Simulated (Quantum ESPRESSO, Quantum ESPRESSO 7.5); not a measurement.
**Cl on fcc sites of Rh(111), stepped through the coverage**

Wanted: a table for Cl on fcc sites of Rh(111) against the coverage, and what can be fitted to it.

Main program and level: Quantum ESPRESSO 7.5; plane-wave DFT, PBE, GBRV ultrasoft pseudopotentials.

This is a report of a sequence of runs, with most program output left out.

## Step 1: Starting point

It takes space group Fm-3m (No. 225, cubic). The conventional cell has a = 3.800 Å, b = 3.800 Å, c = 3.800 Å, α = 90.00°, β = 90.00°, γ = 90.00°. Nearest to Rh lie 12 Rh at 2.69 Å.

Set-up: Slabs of 3 layers, covered on the upper face; adsorbates and the top layer relax in a periodic cell, the rest is held (the clean slab relaxes both outer layers); a run under open boundaries (ESM, bc1) gives both vacuum levels. Cells of one to 9 surface sites carry the coverages, on meshes of like density; cold smearing of 0.02 Ry. The slabs take the lattice constants of the bulk relaxed by the same program.

Members 0.1667, 0.25, 0.3333, 0.5 and 0.6667 took the same steps and show in the table alone.

This run has no spin polarisation, although Rh can carry a moment. A spin-polarised state was not tried and may lie lower.

## Step 2: Relaxing cell and ions of the reference

The bulk crystal is relaxed in cell and atoms; the members are built on its lattice constants.

ref.vc.in reads:

```
&control
  prefix = 'ref.vc'
  outdir = './out'
  pseudo_dir = './pseudo'
  nstep = 40
  forc_conv_thr = 0.0003
  calculation = 'vc-relax'
/
&system
  ibrav = 0
  nat = 1
  ntyp = 1
  ecutwfc = 50
  ecutrho = 250
  occupations = 'smearing'
  smearing = 'mv'
  degauss = 0.02
/
&electrons
  conv_thr = 1e-09
  mixing_beta = 0.4
  electron_maxstep = 120
/
&ions
/
&cell
  press_conv_thr = 0.3
/
ATOMIC_SPECIES
  Rh  102.9055  rh_pbe_v1.4.uspp.F.UPF
CELL_PARAMETERS angstrom
  0.00000000000000 1.90000000000000 1.90000000000000
  1.90000000000000 0.00000000000000 1.90000000000000
  1.90000000000000 1.90000000000000 0.00000000000000
ATOMIC_POSITIONS crystal
  Rh  0.000000000000 0.000000000000 0.000000000000
K_POINTS automatic
  18 18 18 0 0 0
```

Started as:

```
$ OMP_NUM_THREADS=1 mpirun -n 16 pw.x -nk 16 -in ref.vc.in > ref.vc.out
```

Run time: 5.3 s. Hardware: 16 MPI ranks of Arm Neoverse V2, shared host; peak memory 0.78 GiB; 83 s of CPU time.

The steps of the relaxation:

```
step  energy less that of the first step (eV)  largest force (eV/Å)  volume (Å³)
   1                                   0.0000                0.0000        13.72
   2                                  -0.0062                0.0000        14.21
   3                                  -0.0074                0.0000        14.08
   4                                  -0.0074                0.0000        14.07
   5                                  -0.0075                0.0000        14.07
```

```
conventional cell, symmetrised  before  after  change
                         a (Å)   3.800  3.832  +0.8 %
                         b (Å)   3.800  3.832  +0.8 %
                         c (Å)   3.800  3.832  +0.8 %
              volume (Å³/atom)   13.72  14.07  +2.6 %
```

Final coordinates:

```
Rh
1.0
     0.00000    1.91602    1.91602
     1.91602    0.00000    1.91602
     1.91602    1.91602    0.00000
Rh
1
Cartesian
  0.0000 0.0000 0.0000
```

 The last row is no step: it is a fresh SCF in the final cell with a new plane-wave basis, -0 meV from the row before.

This step gave:

```
free energy  : -2329.3224 eV
Fermi energy : 20.75 eV
```

## Step 3: Ground state of the reference

A bulk run at that cell gives the reference energy and levels.

ref.bulk.in reads:

```
&control
  prefix = 'ref.bulk'
  outdir = './out'
  pseudo_dir = './pseudo'
  calculation = 'scf'
  tprnfor = .true.
/
&system
  ibrav = 0
  nat = 1
  ntyp = 1
  ecutwfc = 40
  ecutrho = 200
  occupations = 'smearing'
  smearing = 'mv'
  degauss = 0.02
/
&electrons
  conv_thr = 1e-09
  mixing_beta = 0.4
  electron_maxstep = 120
/
ATOMIC_SPECIES
  Rh  102.9055  rh_pbe_v1.4.uspp.F.UPF
CELL_PARAMETERS angstrom
  0.00000000000000 1.91602264600000 1.91602264600000
  1.91602264600000 0.00000000000000 1.91602264600000
  1.91602264600000 1.91602264600000 0.00000000000000
ATOMIC_POSITIONS crystal
  Rh  0.000000000000 0.000000000000 0.000000000000
K_POINTS automatic
  18 18 18 0 0 0
```

Started as:

```
$ OMP_NUM_THREADS=1 mpirun -n 16 pw.x -nk 16 -in ref.bulk.in > ref.bulk.out
```

Elapsed: 1.8 s, on 16 MPI ranks; peak memory 0.09 GiB.

Read from the output:

```
free energy : -2329.3106 eV
```

## Step 4: Relaxation with pw.x of the reference

The free molecule gives the reference for adsorption energies.

System of this step: Cl2 molecule in a box. The cell holds 2 atoms: 2 Cl. Cell: a = 11.000 Å, b = 11.500 Å, c = 13.000 Å, α = 90.0°, β = 90.0°, γ = 90.0°. Vacuum lies along a, b and c.

ref.gas.in reads:

```
&control
  prefix = 'ref.gas'
  outdir = './out'
  pseudo_dir = './pseudo'
  nstep = 40
  forc_conv_thr = 0.001
  calculation = 'relax'
/
&system
  ibrav = 0
  nat = 2
  ntyp = 1
  ecutwfc = 40
  ecutrho = 200
  occupations = 'smearing'
  smearing = 'gaussian'
  degauss = 0.002
/
&electrons
  conv_thr = 1e-07
  mixing_beta = 0.4
  electron_maxstep = 120
/
&ions
/
ATOMIC_SPECIES
  Cl  35.4500  cl_pbe_v1.4.uspp.F.UPF
CELL_PARAMETERS angstrom
  11.00000000000000 0.00000000000000 0.00000000000000
  0.00000000000000 11.50000000000000 0.00000000000000
  0.00000000000000 0.00000000000000 13.00000000000000
ATOMIC_POSITIONS crystal
  Cl  0.500000000000 0.500000000000 0.423076923077
  Cl  0.500000000000 0.500000000000 0.576923076923
K_POINTS automatic
  1 1 1 0 0 0
```

Started as:

```
$ OMP_NUM_THREADS=1 mpirun -n 16 pw.x -nk 1 -in ref.gas.in > ref.gas.out
```

Elapsed: 5.3 s, on 16 MPI ranks; peak memory 2.5 GiB.

Hardly anything moved in the relaxation; the energy changed by under 0.2 meV an atom.

Read from the output:

```
free energy  : -905.7945 eV
Fermi energy : -5.156 eV
```

## Step 5: Relaxing the ions, 0 ML

What the set-up leaves free in this member is relaxed.

System of this step: Rh(111), 3 layers, 1 sites a cell. The cell holds 3 atoms: 3 Rh. Cell: a = 2.710 Å, b = 2.710 Å, c = 18.543 Å, α = 90.0°, β = 90.0°, γ = 60.0°. It derives from Rh. Vacuum lies along c.

m0.relax.in reads:

```
&control
  prefix = 'm0.relax'
  outdir = './out'
  pseudo_dir = './pseudo'
  nstep = 70
  forc_conv_thr = 0.0015
  calculation = 'relax'
/
&system
  ibrav = 0
  nat = 3
  ntyp = 1
  ecutwfc = 40
  ecutrho = 200
  occupations = 'smearing'
  smearing = 'mv'
  degauss = 0.02
/
&electrons
  conv_thr = 1e-07
  mixing_beta = 0.3
  electron_maxstep = 120
  mixing_mode = 'local-TF'
/
&ions
/
ATOMIC_SPECIES
  Rh  102.9055  rh_pbe_v1.4.uspp.F.UPF
CELL_PARAMETERS angstrom
  2.70966521178718 0.00000000000000 0.00000000000000
  1.35483260589359 2.34663890915864 0.00000000000000
  0.00000000000000 0.00000000000000 18.54292636387133
ATOMIC_POSITIONS crystal
  Rh  0.333333333300 0.333333333300 0.380685910224
  Rh  0.666666666700 0.666666666700 0.500000000000 0 0 0
  Rh  0.000000000000 0.000000000000 0.619314089776
K_POINTS automatic
  10 10 1 0 0 0
```

Started as:

```
$ OMP_NUM_THREADS=1 mpirun -n 16 pw.x -nk 4 -in m0.relax.in > m0.relax.out
```

Elapsed: 16 s, on 16 MPI ranks; peak memory 0.94 GiB; 4.1 min of CPU time.

The steps of the relaxation:

| step | energy less that of the first step (eV) | largest force (eV/Å) |
| --- | --- | --- |
| 1 | 0.0000 | 0.5278 |
| 2 | -0.0106 | 0.4530 |
| 3 | -0.0203 | 0.3617 |
| 4 | -0.0308 | 0.2192 |
| 5 | -0.0363 | 0.0169 |
| 6 | -0.0363 | 0.0008 |

The atoms that moved most (Å):

| atom | dx | dy | dz | length |
| --- | --- | --- | --- | --- |
| Rh3 | 0.000 | 0.000 | -0.066 | 0.066 |
| Rh1 | 0.000 | 0.000 | 0.066 | 0.066 |

The relaxed structure:

```
Rh
1.0
     2.70967    0.00000    0.00000
     1.35483    2.34664    0.00000
     0.00000    0.00000   18.54293
Rh
3
Direct
  0.33333 0.33333 0.38423
  0.66667 0.66667 0.50000
  0.00000 0.00000 0.61577
```

The relaxation lowers the energy by 12 meV an atom. On the free atoms the largest force ends at 0.001 eV/Å.

Numbers from this step:

| Property | Result |
| --- | --- |
| free energy | -6986.3213 eV |
| Fermi energy | 4.204 eV |

## Step 6: SCF with pw.x, 0 ML

A run under open boundaries on these atoms gives the vacuum levels.

m0.esm.in reads:

```
&control
  prefix = 'm0.esm'
  outdir = './out'
  pseudo_dir = './pseudo'
  calculation = 'scf'
  tprnfor = .true.
/
&system
  ibrav = 0
  nat = 3
  ntyp = 1
  ecutwfc = 40
  ecutrho = 200
  occupations = 'smearing'
  smearing = 'mv'
  degauss = 0.02
  assume_isolated = 'esm'
  esm_bc = 'bc1'
/
&electrons
  conv_thr = 1e-07
  mixing_beta = 0.25
  electron_maxstep = 160
  mixing_mode = 'local-TF'
  mixing_ndim = 12
/
ATOMIC_SPECIES
  Rh  102.9055  rh_pbe_v1.4.uspp.F.UPF
CELL_PARAMETERS angstrom
  2.70966521178718 0.00000000000000 0.00000000000000
  1.35483260589359 2.34663890915864 0.00000000000000
  0.00000000000000 0.00000000000000 18.54292636387133
ATOMIC_POSITIONS crystal
  Rh  0.333333333300 0.333333333300 -0.115770797700
  Rh  0.666666666700 0.666666666700 0.000000000000
  Rh  0.000000000000 0.000000000000 0.115770797700
K_POINTS automatic
  10 10 1 0 0 0
```

Started as:

```
$ OMP_NUM_THREADS=1 mpirun -n 16 pw.x -nk 4 -in m0.esm.in > m0.esm.out
```

Wall time 7.8 s (16 MPI ranks); peak memory 0.95 GiB.

This step gave:

| Quantity | Value |
| --- | --- |
| Fermi energy | -5.081 eV |
| vacuum line at the lower end of the cell, over the Fermi level | 5.081 eV |
| vacuum line at the upper end of the cell, over the Fermi level | 5.081 eV |

Electrostatic potential energy of an electron; zero at the Fermi level. Potential energy, planar mean against z:

```csv
z (Å),"potential energy, planar mean (eV)"
-9,5.08
-8,5.08
-7,5.08
-6,5.08
-5,5.05
-4,4.60
-3,-1.84
-2,-17.6
-1,-1.38
0,-18.8
1,-1.38
2,-17.6
3,-1.84
4,4.60
5,5.05
6,5.08
7,5.08
8,5.08
9,5.08
```

The vacuum levels are read from the outermost 0.7 Å of the cell on either side.

Inside the slab this potential holds the local part of the pseudopotentials, which can be repulsive at the nuclei; only its value in the vacuum has a meaning of its own.

## Step 7: Relaxation with pw.x, 0.1111 ML

System of this step: Rh(111), 3 layers, 9 sites a cell, 1 Cl on fcc sites. The cell holds 28 atoms: 27 Rh and 1 Cl. Cell: a = 8.129 Å, b = 8.129 Å, c = 20.442 Å, α = 90.0°, β = 90.0°, γ = 60.0°. It derives from Rh. Vacuum lies along c.

m1.relax.in reads:

```
&control
  prefix = 'm1.relax'
  outdir = './out'
  pseudo_dir = './pseudo'
  nstep = 70
  forc_conv_thr = 0.0015
  calculation = 'relax'
/
&system
  ibrav = 0
  nat = 28
  ntyp = 2
  ecutwfc = 40
  ecutrho = 200
  occupations = 'smearing'
  smearing = 'mv'
  degauss = 0.02
/
&electrons
  conv_thr = 1e-07
  mixing_beta = 0.3
  electron_maxstep = 120
  mixing_mode = 'local-TF'
/
&ions
/
ATOMIC_SPECIES
  Rh  102.9055  rh_pbe_v1.4.uspp.F.UPF
  Cl  35.4500  cl_pbe_v1.4.uspp.F.UPF
CELL_PARAMETERS angstrom
  8.12899563536155 0.00000000000000 0.00000000000000
  4.06449781768077 7.03991672747592 0.00000000000000
  0.00000000000000 0.00000000000000 20.44213881894749
ATOMIC_POSITIONS crystal
  Rh  0.000000000000 0.000000000000 0.345317623737 0 0 0
  Rh  0.000000000000 0.333333333300 0.345317623737 0 0 0
  Rh  0.000000000000 0.666666666700 0.345317623737 0 0 0
  Rh  0.333333333300 0.000000000000 0.345317623737 0 0 0
  Rh  0.333333333300 0.333333333300 0.345317623737 0 0 0
  Rh  0.333333333300 0.666666666700 0.345317623737 0 0 0
  Rh  0.666666666700 0.000000000000 0.345317623737 0 0 0
  Rh  0.666666666700 0.333333333300 0.345317623737 0 0 0
[... 16 atom lines left out ...]
  Rh  0.555555555600 0.888888888900 0.561775637301
  Rh  0.555555555600 0.222222222200 0.561775637301
  Rh  0.555555555600 0.555555555600 0.561775637301
  Cl  0.000000000000 0.000000000000 0.654682376263
K_POINTS automatic
  4 4 1 0 0 0
```

Started as:

```
$ OMP_NUM_THREADS=1 mpirun -n 16 pw.x -nk 1 -in m1.relax.in > m1.relax.out
```

Elapsed: 23 min, on 16 MPI ranks; peak memory 4.5 GiB; 6 h of CPU time.

Relaxation path:

```csv
step,energy less that of the first step (eV),largest force (eV/Å)
1,0.0000,0.6553
2,-0.0626,0.5262
3,-0.1160,0.4007
4,-0.1675,0.2758
5,-0.1886,0.2793
6,-0.1913,0.2372
7,-0.1937,0.1879
8,-0.1959,0.1154
9,-0.1970,0.0436
```

The atoms that moved most (Å):

| atom | dx | dy | dz | length |
| --- | --- | --- | --- | --- |
| Rh26 | -0.020 | 0.012 | -0.073 | 0.077 |
| Rh24 | 0.000 | -0.023 | -0.073 | 0.077 |
| Rh23 | 0.020 | 0.012 | -0.073 | 0.077 |
| Rh25 | 0.000 | 0.002 | -0.075 | 0.075 |
| Rh21 | 0.002 | -0.001 | -0.075 | 0.075 |
| Rh27 | -0.002 | -0.001 | -0.075 | 0.075 |
| Cl28 | 0.000 | 0.000 | -0.071 | 0.071 |
| Rh20 | 0.000 | 0.044 | -0.037 | 0.058 |

The relaxation lowers the energy by 7 meV an atom. On the free atoms the largest force ends at 0.044 eV/Å.

This step gave:

```
free energy  : -63331.5486 eV
Fermi energy : 3.537 eV
```

## Step 8: Ground state, 0.1111 ML

m1.esm.in reads:

```
&control
  prefix = 'm1.esm'
  outdir = './out'
  pseudo_dir = './pseudo'
  calculation = 'scf'
  tprnfor = .true.
/
&system
  ibrav = 0
  nat = 28
  ntyp = 2
  ecutwfc = 40
  ecutrho = 200
  occupations = 'smearing'
  smearing = 'mv'
  degauss = 0.02
  assume_isolated = 'esm'
  esm_bc = 'bc1'
/
&electrons
  conv_thr = 1e-07
  mixing_beta = 0.25
  electron_maxstep = 160
  mixing_mode = 'local-TF'
  mixing_ndim = 12
/
ATOMIC_SPECIES
  Rh  102.9055  rh_pbe_v1.4.uspp.F.UPF
  Cl  35.4500  cl_pbe_v1.4.uspp.F.UPF
CELL_PARAMETERS angstrom
  8.12899563536155 0.00000000000000 0.00000000000000
  4.06449781768077 7.03991672747592 0.00000000000000
  0.00000000000000 0.00000000000000 20.44213881894749
ATOMIC_POSITIONS crystal
  Rh  0.000000000000 0.000000000000 -0.152955400550
  Rh  -0.000000000000 0.333333333300 -0.152955400550
  Rh  -0.000000000000 0.666666666700 -0.152955400550
  Rh  0.333333333300 0.000000000000 -0.152955400550
  Rh  0.333333333300 0.333333333300 -0.152955400550
  Rh  0.333333333300 0.666666666700 -0.152955400550
  Rh  0.666666666700 0.000000000000 -0.152955400550
  Rh  0.666666666700 0.333333333300 -0.152955400550
[... 16 atom lines left out ...]
  Rh  0.555416622900 0.889166754400 0.059844529450
  Rh  0.552281268400 0.223859365800 0.059928290850
  Rh  0.555416622900 0.555416622900 0.059844529450
  Cl  0.000000000000 0.000000000000 0.152955400550
K_POINTS automatic
  4 4 1 0 0 0
```

Started as:

```
$ OMP_NUM_THREADS=1 mpirun -n 16 pw.x -nk 1 -in m1.esm.in > m1.esm.out
```

Wall time 6.5 min (16 MPI ranks); peak memory 4 GiB; 1.7 h of CPU time.

Numbers from this step:

```
free energy                                                    : -63331.5485 eV
Fermi energy                                                   : -5.067 eV
vacuum line at the lower end of the cell, over the Fermi level : 5.084 eV
vacuum line at the upper end of the cell, over the Fermi level : 5.050 eV
```

Inside the slab this potential holds the local part of the pseudopotentials, which can be repulsive at the nuclei; only its value in the vacuum has a meaning of its own.

## Step 9: Relaxing the ions, 0.75 ML

System of this step: Rh(111), 3 layers, 4 sites a cell, 3 Cl on fcc sites. The cell holds 15 atoms: 12 Rh and 3 Cl. Its edges and angles: a = 5.419 Å, b = 5.419 Å, c = 20.442 Å, α = 90.0°, β = 90.0°, γ = 60.0°. It derives from Rh. Vacuum lies along c.

m7.relax.in reads:

```
&control
  prefix = 'm7.relax'
  outdir = './out'
  pseudo_dir = './pseudo'
  nstep = 70
  forc_conv_thr = 0.0015
  calculation = 'relax'
/
&system
  ibrav = 0
  nat = 15
  ntyp = 2
  ecutwfc = 40
  ecutrho = 200
  occupations = 'smearing'
  smearing = 'mv'
  degauss = 0.02
/
&electrons
  conv_thr = 1e-07
  mixing_beta = 0.3
  electron_maxstep = 120
  mixing_mode = 'local-TF'
/
&ions
/
ATOMIC_SPECIES
  Rh  102.9055  rh_pbe_v1.4.uspp.F.UPF
  Cl  35.4500  cl_pbe_v1.4.uspp.F.UPF
CELL_PARAMETERS angstrom
  5.41933042357437 0.00000000000000 0.00000000000000
  2.70966521178718 4.69327781831728 0.00000000000000
  0.00000000000000 0.00000000000000 20.44213881894749
ATOMIC_POSITIONS crystal
  Rh  0.000000000000 0.500000000000 0.345317623737 0 0 0
  Rh  0.500000000000 0.000000000000 0.345317623737 0 0 0
  Rh  0.500000000000 0.500000000000 0.345317623737 0 0 0
  Rh  0.000000000000 0.000000000000 0.345317623737 0 0 0
  Rh  0.166666666700 0.666666666700 0.453546630519 0 0 0
  Rh  0.666666666700 0.166666666700 0.453546630519 0 0 0
  Rh  0.666666666700 0.666666666700 0.453546630519 0 0 0
  Rh  0.166666666700 0.166666666700 0.453546630519 0 0 0
  Rh  0.833333333300 0.333333333300 0.561775637301
  Rh  0.333333333300 0.833333333300 0.561775637301
  Rh  0.333333333300 0.333333333300 0.561775637301
  Rh  0.833333333300 0.833333333300 0.561775637301
  Cl  0.000000000000 0.500000000000 0.654682376263
  Cl  0.500000000000 0.000000000000 0.654682376263
  Cl  0.500000000000 0.500000000000 0.654682376263
K_POINTS automatic
  5 5 1 0 0 0
```

Started as:

```
$ OMP_NUM_THREADS=1 mpirun -n 16 pw.x -nk 2 -in m7.relax.in > m7.relax.out
```

Wall time 4.2 min (16 MPI ranks); peak memory 2.5 GiB.

The steps of the relaxation:

```csv
step,energy less that of the first step (eV),largest force (eV/Å)
1,0.0000,1.1290
2,-0.0885,0.7985
3,-0.1362,0.4545
4,-0.1521,0.1416
5,-0.1536,0.1037
6,-0.1547,0.0397
7,-0.1549,0.0336
```

The atoms that moved most (Å):

| atom | dx | dy | dz | length |
| --- | --- | --- | --- | --- |
| Rh11 | 0.000 | 0.000 | -0.086 | 0.086 |
| Rh9 | 0.000 | -0.027 | -0.052 | 0.058 |
| Rh10 | -0.023 | 0.013 | -0.052 | 0.058 |
| Rh12 | 0.023 | 0.013 | -0.052 | 0.058 |
| Cl13 | 0.005 | -0.003 | 0.031 | 0.032 |
| Cl14 | 0.000 | 0.006 | 0.031 | 0.032 |
| Cl15 | -0.005 | -0.003 | 0.031 | 0.032 |

The relaxation lowers the energy by 10 meV an atom. On the free atoms the largest force ends at 0.034 eV/Å.

Read from the output:

- free energy: -29305.1642 eV
- Fermi energy: 4.578 eV

(Continued in part 2 of 2.)

[Logs are printed without paths, hosts, clocks, repeated set-up lines and the standing remarks that a program may print on its own settings, such as how far it seeks lower states.]

[Hosts, paths, dates, database ids (printed as entryN), source tags and the programs' standing remarks are cut or masked in the printed files.]

[Maps of the electrostatic potential energy from Ansatz leave out the sawtooth potential of an applied field or a dipole correction, so their vacuum need not be flat; planar profiles and work functions include it.]
